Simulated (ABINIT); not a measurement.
# PbF2 (Fluorocronite): a self-consistent loop beyond G0W0, cycle by cycle, part 3 of 4

Aim: iterate the self-energy on PbF2 (Fluorocronite) and follow the gap from cycle to cycle.

ABINIT 10.8.3; LDA and many-body steps on it, plane waves. Known limits of the many-body steps: not at the basis limit; no spin-orbit coupling; coarse k mesh.

So far. Step 11 (QSGW, cycle 3): Against the cycle before, the gap moves by +0.187 eV.

The database entry behind the starting cell differs from later determinations by our own check (0.1 to 0.3 % short, probably kX units), so it need not match the best structure at ambient conditions.

## 14. QSGW, cycle 4

This step: QSGW on LDA, plane waves, norm-conserving pseudopotentials.

Contents of run.abi:

```
acell 3*1.0 Angstrom
rprim 
  -0.000000000000 2.963660000000 2.963660000000
  2.963660000000 0.000000000000 2.963660000000
  2.963660000000 2.963660000000 -0.000000000000
ntypat 2
znucl 82 9
natom 3
typat 1 2 2
xred 
  0.000000000000 0.000000000000 0.000000000000
  0.250000000000 0.250000000000 0.250000000000
  0.750000000000 0.750000000000 0.750000000000
pp_dirpath "pseudos"
pseudos "Pb.upf, F.upf"
ecut 36
ngkpt 4 4 4
nshiftk 1
shiftk 0 0 0
kptopt 1
chksymbreak 0
istwfk *1
occopt 1
irdwfk 1
optdriver 4
nband 57
gwcalctyp 28
ecutsigx 36
symsigma 0
nkptgw 8
kptgw 
  0.0000000000 0.0000000000 0.0000000000
  0.2500000000 0.0000000000 0.0000000000
  0.5000000000 0.0000000000 0.0000000000
  0.2500000000 0.2500000000 0.0000000000
  0.5000000000 0.2500000000 0.0000000000
  -0.2500000000 0.2500000000 0.0000000000
  0.5000000000 0.5000000000 0.0000000000
  -0.2500000000 0.5000000000 0.2500000000
bdgw 
  12 27
  12 27
  12 27
  12 27
  12 27
  12 27
  12 27
  12 27
ecuteps 4
irdscr 1
ppmodel 1
irdqps 1
rhoqpmix 0.3
indata_prefix "in"
outdata_prefix "out"
tmpdata_prefix "tmp"
```

Launch:

```bash
> OMP_NUM_THREADS=1 mpirun -n 4 abinit run.abi > log
```

The program printed:

```text
.Version 10.8.3 of ABINIT. v10.8.2 released Aug 2026.

 Symmetries : space group Fm -3 m (#225); Bravais cF (face-center cubic)
[... echo of the input left out ...]
== DATASET  1 ==================================================================
-   mpi_nproc: 4, omp_nthreads: 1 (-1 if OMP is not activated)

--- !DatasetInfo
iteration_state: {dtset: 1, }
dimensions: {natom: 3, nkpt: 8, mband: 57, nsppol: 1, nspinor: 1, nspden: 1, mpw: 3695, }
cutoff_energies: {ecut:  36.0, pawecutdg:  -1.0, }
[...]
.  kptgw no:  3; Maximum DeltaE = (   0.023   0.000) for band index:  3
[...]
.  kptgw no:  7; Maximum DeltaE = (   0.017   0.002) for band index:  6
.  kptgw no:  8; Maximum DeltaE = (   0.035  -0.000) for band index:  5

== END DATASET(S) ==============================================================
================================================================================

 -outvars: echo values of variables after computation  --------
           etotal      0.0000000000E+00
            nband          57
             nkpt           8
          spgroup         225
 [... the other variables as echoed above ...]

 Calculation completed.
```

Run time: 2.1 min. Hardware: 4 MPI ranks of Arm Neoverse V1, shared host; peak memory 1.5 GiB.

This step gave:

```yaml
quasiparticle_gap_on_the_mesh: 7.757 eV
gap_of_the_density_functional_on_the_mesh: 4.278 eV
k_of_the_valence_top: -0.25, 0.5, 0.25
k_of_the_conduction_bottom: 0.5, 0.5, 0
least_direct_quasiparticle_gap_on_the_computed_points: 7.929 eV
```

Against the cycle before, the gap moves by −0.005 eV.

## 15. Screening, 4×4×4 mesh, 57 bands, screening to 108.8 eV

This step: RPA screening on LDA, plane waves, norm-conserving pseudopotentials.

Contents of run.abi:

```
acell 3*1.0 Angstrom
rprim 
  -0.000000000000 2.963660000000 2.963660000000
  2.963660000000 0.000000000000 2.963660000000
  2.963660000000 2.963660000000 -0.000000000000
ntypat 2
znucl 82 9
natom 3
typat 1 2 2
xred 
  0.000000000000 0.000000000000 0.000000000000
  0.250000000000 0.250000000000 0.250000000000
  0.750000000000 0.750000000000 0.750000000000
pp_dirpath "pseudos"
pseudos "Pb.upf, F.upf"
ecut 36
ngkpt 4 4 4
nshiftk 1
shiftk 0 0 0
kptopt 1
chksymbreak 0
istwfk *1
occopt 1
irdwfk 1
optdriver 3
nband 57
ecuteps 4
inclvkb 2
awtr 1
symchi 1
gwcalctyp 28
mbpt_sciss 3.677 eV
nqptdm 1
qptdm 
  0 0 0
indata_prefix "in"
outdata_prefix "out"
tmpdata_prefix "tmp"
```

The program printed:

```text
.Version 10.8.3 of ABINIT. v10.8.2 released Aug 2026.

 Symmetries : space group Fm -3 m (#225); Bravais cF (face-center cubic)
[... echo of the input left out ...]
== DATASET  1 ==================================================================
-   mpi_nproc: 4, omp_nthreads: 1 (-1 if OMP is not activated)

--- !DatasetInfo
iteration_state: {dtset: 1, }
dimensions: {natom: 3, nkpt: 8, mband: 57, nsppol: 1, nspinor: 1, nspden: 1, mpw: 3695, }
cutoff_energies: {ecut:  36.0, pawecutdg:  -1.0, }
[...]
[... chi0 elements left out ...]
 For q-point:  0.000010 0.000020 0.000030
  dielectric constant =   2.6352
  dielectric constant without local fields =   2.9698

  Average fulfillment of the sum rule on Im[epsilon] for q-point    1 :     43.26  [%]
[... wings left out ...]
== END DATASET(S) ==============================================================
================================================================================

 -outvars: echo values of variables after computation  --------
           etotal      0.0000000000E+00
            nband          57
             nkpt           8
          spgroup         225
 [... the other variables as echoed above ...]

 Calculation completed.
```

Elapsed: 5.2 s, on 4 MPI ranks; peak memory 0.56 GiB; 21 s of CPU time.

This step gave:

```yaml
eps_infinity_with_local_fields_on_this_mesh_along_the_program_s_q_direction: 2.635
the_same_without_local_fields: 2.970
plasma_frequency: 30.88 eV
plane_waves_in_the_screening_matrix: 137
```

This screening uses the functional's bands under a rigid shift, the mean opening of the cycle before.

## 16. Screening, 4×4×4 mesh, 57 bands, screening to 108.8 eV

This step: RPA screening on LDA from quasiparticle energies and orbitals, plane waves, norm-conserving pseudopotentials.

run.abi: that of step 15 with these lines changed.

```diff
@@ -30,7 +30,13 @@
 symchi 1
+irdqps 1
 gwcalctyp 28
-mbpt_sciss 3.677 eV
-nqptdm 1
+nqptdm 7
 qptdm 
-  0 0 0
+  0.2500000000 0.0000000000 0.0000000000
+  0.5000000000 0.0000000000 0.0000000000
+  0.2500000000 0.2500000000 0.0000000000
+  0.5000000000 0.2500000000 0.0000000000
+  -0.2500000000 0.2500000000 0.0000000000
+  0.5000000000 0.5000000000 0.0000000000
+  -0.2500000000 0.5000000000 0.2500000000
 indata_prefix "in"
```

Contents of mrgscr.stdin:

```
2
merged
q0_SCR
out_SCR
1
```

Launch:

```bash
> OMP_NUM_THREADS=1 mpirun -n 4 abinit run.abi > log; mrgscr < mrgscr.stdin
```

The program printed:

```text
.Version 10.8.3 of ABINIT. v10.8.2 released Aug 2026.

 Symmetries : space group Fm -3 m (#225); Bravais cF (face-center cubic)
[... echo of the input left out ...]
== DATASET  1 ==================================================================
-   mpi_nproc: 4, omp_nthreads: 1 (-1 if OMP is not activated)

--- !DatasetInfo
iteration_state: {dtset: 1, }
dimensions: {natom: 3, nkpt: 8, mband: 57, nsppol: 1, nspinor: 1, nspden: 1, mpw: 3695, }
cutoff_energies: {ecut:  36.0, pawecutdg:  -1.0, }
[...]
q-point number  1        q = ( 0.250000, 0.000000, 0.000000) [r.l.u.]
--------------------------------------------------------------------------------
[... chi0 elements left out ...]
  Average fulfillment of the sum rule on Im[epsilon] for q-point    2 :     63.15  [%]

--------------------------------------------------------------------------------
  q-point number  2        q = ( 0.500000, 0.000000, 0.000000) [r.l.u.]
--------------------------------------------------------------------------------
[... chi0 elements left out ...]
  Average fulfillment of the sum rule on Im[epsilon] for q-point    3 :     53.69  [%]

 [... 5 further q-points ...]
```

Wall time 16 s (4 MPI ranks); peak memory 0.73 GiB; 62 s of CPU time.

This step gave:

```
plasma frequency                    : 30.88 eV
plane waves in the screening matrix : 137
```

This screening reads the quasiparticle levels of the cycle before.

## 17. QSGW, cycle 5

This step: QSGW on LDA, plane waves, norm-conserving pseudopotentials.

run.abi: that of step 16 with these lines changed.

```diff
@@ -24,12 +24,10 @@
 irdwfk 1
-optdriver 3
+optdriver 4
 nband 57
-ecuteps 4
-inclvkb 2
-awtr 1
-symchi 1
-irdqps 1
 gwcalctyp 28
-nqptdm 7
-qptdm 
+ecutsigx 36
+symsigma 0
+nkptgw 8
+kptgw 
+  0.0000000000 0.0000000000 0.0000000000
   0.2500000000 0.0000000000 0.0000000000
@@ -41,2 +39,16 @@
   -0.2500000000 0.5000000000 0.2500000000
+bdgw 
+  12 27
+  12 27
+  12 27
+  12 27
+  12 27
+  12 27
+  12 27
+  12 27
+ecuteps 4
+irdscr 1
+ppmodel 1
+irdqps 1
+rhoqpmix 0.3
 indata_prefix "in"
```

Launch:

```bash
> OMP_NUM_THREADS=1 mpirun -n 4 abinit run.abi > log
```

The program printed:

```text
.Version 10.8.3 of ABINIT. v10.8.2 released Aug 2026.

 Symmetries : space group Fm -3 m (#225); Bravais cF (face-center cubic)
[... echo of the input left out ...]
== DATASET  1 ==================================================================
-   mpi_nproc: 4, omp_nthreads: 1 (-1 if OMP is not activated)

--- !DatasetInfo
iteration_state: {dtset: 1, }
dimensions: {natom: 3, nkpt: 8, mband: 57, nsppol: 1, nspinor: 1, nspden: 1, mpw: 3695, }
cutoff_energies: {ecut:  36.0, pawecutdg:  -1.0, }
[...]
.  kptgw no:  3; Maximum DeltaE = (  -0.009   0.000) for band index:  3
[...]
.  kptgw no:  7; Maximum DeltaE = (   0.050   0.000) for band index:  2
.  kptgw no:  8; Maximum DeltaE = (  -0.000  -0.001) for band index:  5

== END DATASET(S) ==============================================================
================================================================================

 -outvars: echo values of variables after computation  --------
           etotal      0.0000000000E+00
            nband          57
             nkpt           8
          spgroup         225
 [... the other variables as echoed above ...]

 Calculation completed.
```

It took 2.1 min on 4 MPI ranks; peak memory 1.5 GiB; 8.5 min of CPU time.

This step gave:

- quasiparticle gap on the mesh: 7.700 eV
- gap of the density functional on the mesh: 4.278 eV
- k of the valence top: -0.25, 0.5, 0.25
- k of the conduction bottom: 0.5, 0.5, 0
- least direct quasiparticle gap on the computed points: 7.875 eV

Against the cycle before, the gap moves by −0.057 eV.

## 18. Screening, 4×4×4 mesh, 57 bands, screening to 108.8 eV

This step: RPA screening on LDA, plane waves, norm-conserving pseudopotentials.

Contents of run.abi:

```
acell 3*1.0 Angstrom
rprim 
  -0.000000000000 2.963660000000 2.963660000000
  2.963660000000 0.000000000000 2.963660000000
  2.963660000000 2.963660000000 -0.000000000000
ntypat 2
znucl 82 9
natom 3
typat 1 2 2
xred 
  0.000000000000 0.000000000000 0.000000000000
  0.250000000000 0.250000000000 0.250000000000
  0.750000000000 0.750000000000 0.750000000000
pp_dirpath "pseudos"
pseudos "Pb.upf, F.upf"
ecut 36
ngkpt 4 4 4
nshiftk 1
shiftk 0 0 0
kptopt 1
chksymbreak 0
istwfk *1
occopt 1
irdwfk 1
optdriver 3
nband 57
ecuteps 4
inclvkb 2
awtr 1
symchi 1
gwcalctyp 28
mbpt_sciss 3.617 eV
nqptdm 1
qptdm 
  0 0 0
indata_prefix "in"
outdata_prefix "out"
tmpdata_prefix "tmp"
```

The program printed:

```text
.Version 10.8.3 of ABINIT. v10.8.2 released Aug 2026.

 Symmetries : space group Fm -3 m (#225); Bravais cF (face-center cubic)
[... echo of the input left out ...]
== DATASET  1 ==================================================================
-   mpi_nproc: 4, omp_nthreads: 1 (-1 if OMP is not activated)

--- !DatasetInfo
iteration_state: {dtset: 1, }
dimensions: {natom: 3, nkpt: 8, mband: 57, nsppol: 1, nspinor: 1, nspden: 1, mpw: 3695, }
cutoff_energies: {ecut:  36.0, pawecutdg:  -1.0, }
[...]
[... chi0 elements left out ...]
 For q-point:  0.000010 0.000020 0.000030
  dielectric constant =   2.6423
  dielectric constant without local fields =   2.9790

  Average fulfillment of the sum rule on Im[epsilon] for q-point    1 :     43.19  [%]
[... wings left out ...]
== END DATASET(S) ==============================================================
================================================================================

 -outvars: echo values of variables after computation  --------
           etotal      0.0000000000E+00
            nband          57
             nkpt           8
          spgroup         225
 [... the other variables as echoed above ...]

 Calculation completed.
```

Elapsed: 5.3 s, on 4 MPI ranks; peak memory 0.56 GiB.

Numbers from this step:

```yaml
eps_infinity_with_local_fields_on_this_mesh_along_the_program_s_q_direction: 2.642
the_same_without_local_fields: 2.979
plasma_frequency: 30.88 eV
plane_waves_in_the_screening_matrix: 137
```

This screening uses the functional's bands under a rigid shift, the mean opening of the cycle before.

## 19. Screening, 4×4×4 mesh, 57 bands, screening to 108.8 eV

This step: RPA screening on LDA from quasiparticle energies and orbitals, plane waves, norm-conserving pseudopotentials.

run.abi: that of step 18 with these lines changed.

```diff
@@ -30,7 +30,13 @@
 symchi 1
+irdqps 1
 gwcalctyp 28
-mbpt_sciss 3.617 eV
-nqptdm 1
+nqptdm 7
 qptdm 
-  0 0 0
+  0.2500000000 0.0000000000 0.0000000000
+  0.5000000000 0.0000000000 0.0000000000
+  0.2500000000 0.2500000000 0.0000000000
+  0.5000000000 0.2500000000 0.0000000000
+  -0.2500000000 0.2500000000 0.0000000000
+  0.5000000000 0.5000000000 0.0000000000
+  -0.2500000000 0.5000000000 0.2500000000
 indata_prefix "in"
```

mrgscr.stdin is that of step 16.

Launch:

```bash
> OMP_NUM_THREADS=1 mpirun -n 4 abinit run.abi > log; mrgscr < mrgscr.stdin
```

The program printed:

```text
.Version 10.8.3 of ABINIT. v10.8.2 released Aug 2026.

 Symmetries : space group Fm -3 m (#225); Bravais cF (face-center cubic)
[... echo of the input left out ...]
== DATASET  1 ==================================================================
-   mpi_nproc: 4, omp_nthreads: 1 (-1 if OMP is not activated)

--- !DatasetInfo
iteration_state: {dtset: 1, }
dimensions: {natom: 3, nkpt: 8, mband: 57, nsppol: 1, nspinor: 1, nspden: 1, mpw: 3695, }
cutoff_energies: {ecut:  36.0, pawecutdg:  -1.0, }
[...]
q-point number  1        q = ( 0.250000, 0.000000, 0.000000) [r.l.u.]
--------------------------------------------------------------------------------
[... chi0 elements left out ...]
  Average fulfillment of the sum rule on Im[epsilon] for q-point    2 :     63.19  [%]

--------------------------------------------------------------------------------
  q-point number  2        q = ( 0.500000, 0.000000, 0.000000) [r.l.u.]
--------------------------------------------------------------------------------
[... chi0 elements left out ...]
  Average fulfillment of the sum rule on Im[epsilon] for q-point    3 :     53.73  [%]

 [... 5 further q-points ...]
```

Wall time 15 s (4 MPI ranks); peak memory 0.73 GiB; 61 s of CPU time.

Numbers from this step:

```
plasma frequency                    : 30.88 eV
plane waves in the screening matrix : 137
```

This screening reads the quasiparticle levels of the cycle before.

## 20. QSGW, cycle 6

This step: QSGW on LDA, plane waves, norm-conserving pseudopotentials.

run.abi: that of step 19 with these lines changed.

```diff
@@ -24,12 +24,10 @@
 irdwfk 1
-optdriver 3
+optdriver 4
 nband 57
-ecuteps 4
-inclvkb 2
-awtr 1
-symchi 1
-irdqps 1
 gwcalctyp 28
-nqptdm 7
-qptdm 
+ecutsigx 36
+symsigma 0
+nkptgw 8
+kptgw 
+  0.0000000000 0.0000000000 0.0000000000
   0.2500000000 0.0000000000 0.0000000000
@@ -41,2 +39,16 @@
   -0.2500000000 0.5000000000 0.2500000000
+bdgw 
+  12 27
+  12 27
+  12 27
+  12 27
+  12 27
+  12 27
+  12 27
+  12 27
+ecuteps 4
+irdscr 1
+ppmodel 1
+irdqps 1
+rhoqpmix 0.3
 indata_prefix "in"
```

Launch:

```bash
> OMP_NUM_THREADS=1 mpirun -n 4 abinit run.abi > log
```

The program printed:

```text
.Version 10.8.3 of ABINIT. v10.8.2 released Aug 2026.

 Symmetries : space group Fm -3 m (#225); Bravais cF (face-center cubic)
[... echo of the input left out ...]
== DATASET  1 ==================================================================
-   mpi_nproc: 4, omp_nthreads: 1 (-1 if OMP is not activated)

--- !DatasetInfo
iteration_state: {dtset: 1, }
dimensions: {natom: 3, nkpt: 8, mband: 57, nsppol: 1, nspinor: 1, nspden: 1, mpw: 3695, }
cutoff_energies: {ecut:  36.0, pawecutdg:  -1.0, }
[...]
.  kptgw no:  3; Maximum DeltaE = (  -0.021  -0.000) for band index:  5
[...]
.  kptgw no:  7; Maximum DeltaE = (  -0.030   0.004) for band index:  6
.  kptgw no:  8; Maximum DeltaE = (   0.027   0.000) for band index:  2

== END DATASET(S) ==============================================================
================================================================================

 -outvars: echo values of variables after computation  --------
           etotal      0.0000000000E+00
            nband          57
             nkpt           8
          spgroup         225
 [... the other variables as echoed above ...]

 Calculation completed.
```

Elapsed: 2.2 min, on 4 MPI ranks; peak memory 1.5 GiB.

This step gave:

| Property | Result |
| --- | --- |
| quasiparticle gap on the mesh | 7.649 eV |
| gap of the density functional on the mesh | 4.278 eV |
| k of the valence top | -0.25, 0.5, 0.25 |
| k of the conduction bottom | 0.5, 0.5, 0 |
| least direct quasiparticle gap on the computed points | 7.828 eV |

Against the cycle before, the gap moves by −0.051 eV.

## 21. Screening, 4×4×4 mesh, 57 bands, screening to 108.8 eV

This step: RPA screening on LDA, plane waves, norm-conserving pseudopotentials.

Contents of run.abi:

```
acell 3*1.0 Angstrom
rprim 
  -0.000000000000 2.963660000000 2.963660000000
  2.963660000000 0.000000000000 2.963660000000
  2.963660000000 2.963660000000 -0.000000000000
ntypat 2
znucl 82 9
natom 3
typat 1 2 2
xred 
  0.000000000000 0.000000000000 0.000000000000
  0.250000000000 0.250000000000 0.250000000000
  0.750000000000 0.750000000000 0.750000000000
pp_dirpath "pseudos"
pseudos "Pb.upf, F.upf"
ecut 36
ngkpt 4 4 4
nshiftk 1
shiftk 0 0 0
kptopt 1
chksymbreak 0
istwfk *1
occopt 1
irdwfk 1
optdriver 3
nband 57
ecuteps 4
inclvkb 2
awtr 1
symchi 1
gwcalctyp 28
mbpt_sciss 3.564 eV
nqptdm 1
qptdm 
  0 0 0
indata_prefix "in"
outdata_prefix "out"
tmpdata_prefix "tmp"
```

The program printed:

```text
.Version 10.8.3 of ABINIT. v10.8.2 released Aug 2026.

 Symmetries : space group Fm -3 m (#225); Bravais cF (face-center cubic)
[... echo of the input left out ...]
== DATASET  1 ==================================================================
-   mpi_nproc: 4, omp_nthreads: 1 (-1 if OMP is not activated)

--- !DatasetInfo
iteration_state: {dtset: 1, }
dimensions: {natom: 3, nkpt: 8, mband: 57, nsppol: 1, nspinor: 1, nspden: 1, mpw: 3695, }
cutoff_energies: {ecut:  36.0, pawecutdg:  -1.0, }
[...]
[... chi0 elements left out ...]
 For q-point:  0.000010 0.000020 0.000030
  dielectric constant =   2.6486
  dielectric constant without local fields =   2.9871

  Average fulfillment of the sum rule on Im[epsilon] for q-point    1 :     43.13  [%]
[... wings left out ...]
== END DATASET(S) ==============================================================
================================================================================

 -outvars: echo values of variables after computation  --------
           etotal      0.0000000000E+00
            nband          57
             nkpt           8
          spgroup         225
 [... the other variables as echoed above ...]

 Calculation completed.
```

Wall time 5.3 s (4 MPI ranks); peak memory 0.56 GiB; 21 s of CPU time.

Numbers from this step:

```yaml
eps_infinity_with_local_fields_on_this_mesh_along_the_program_s_q_direction: 2.649
the_same_without_local_fields: 2.987
plasma_frequency: 30.88 eV
plane_waves_in_the_screening_matrix: 137
```

This screening uses the functional's bands under a rigid shift, the mean opening of the cycle before.

## 22. Screening, 4×4×4 mesh, 57 bands, screening to 108.8 eV

This step: RPA screening on LDA from quasiparticle energies and orbitals, plane waves, norm-conserving pseudopotentials.

run.abi: that of step 21 with these lines changed.

```diff
@@ -30,7 +30,13 @@
 symchi 1
+irdqps 1
 gwcalctyp 28
-mbpt_sciss 3.564 eV
-nqptdm 1
+nqptdm 7
 qptdm 
-  0 0 0
+  0.2500000000 0.0000000000 0.0000000000
+  0.5000000000 0.0000000000 0.0000000000
+  0.2500000000 0.2500000000 0.0000000000
+  0.5000000000 0.2500000000 0.0000000000
+  -0.2500000000 0.2500000000 0.0000000000
+  0.5000000000 0.5000000000 0.0000000000
+  -0.2500000000 0.5000000000 0.2500000000
 indata_prefix "in"
```

mrgscr.stdin is that of step 19.

Launch:

```bash
> OMP_NUM_THREADS=1 mpirun -n 4 abinit run.abi > log; mrgscr < mrgscr.stdin
```

The program printed:

```text
.Version 10.8.3 of ABINIT. v10.8.2 released Aug 2026.

 Symmetries : space group Fm -3 m (#225); Bravais cF (face-center cubic)
[... echo of the input left out ...]
== DATASET  1 ==================================================================
-   mpi_nproc: 4, omp_nthreads: 1 (-1 if OMP is not activated)

--- !DatasetInfo
iteration_state: {dtset: 1, }
dimensions: {natom: 3, nkpt: 8, mband: 57, nsppol: 1, nspinor: 1, nspden: 1, mpw: 3695, }
cutoff_energies: {ecut:  36.0, pawecutdg:  -1.0, }
[...]
q-point number  1        q = ( 0.250000, 0.000000, 0.000000) [r.l.u.]
--------------------------------------------------------------------------------
[... chi0 elements left out ...]
  Average fulfillment of the sum rule on Im[epsilon] for q-point    2 :     63.19  [%]

--------------------------------------------------------------------------------
  q-point number  2        q = ( 0.500000, 0.000000, 0.000000) [r.l.u.]
--------------------------------------------------------------------------------
[... chi0 elements left out ...]
  Average fulfillment of the sum rule on Im[epsilon] for q-point    3 :     53.73  [%]

 [... 5 further q-points ...]
```

Wall time 15 s (4 MPI ranks); peak memory 0.73 GiB; 61 s of CPU time.

This step gave:

```
plasma frequency                    : 30.88 eV
plane waves in the screening matrix : 137
```

This screening reads the quasiparticle levels of the cycle before.

[end of part 3 of 4]

[Paths, hosts, dates, memory and timing lines, banners, echoed tables and standing remarks are left out of the program output.]

[Logs are printed without paths, hosts, clocks, repeated set-up lines and the standing remarks that a program may print on its own settings, such as how far it seeks lower states.]

[Runs of the session that timed out or met a known fault of the program may be left out.]

[Hosts, paths, dates, database ids (printed as entryN), source tags and the programs' standing remarks are cut or masked in the printed files.]

[G0W0 gaps are taken among the corrected bands and points alone; a level outside them can change the order at an edge.]

[Where Ansatz stands beside ABINIT at settings called matched, ABINIT's density can come from a denser mesh and the files from another edition; pairs whose starting gaps differed by over 0.03 eV were left out, so agreement reads better than it is.]
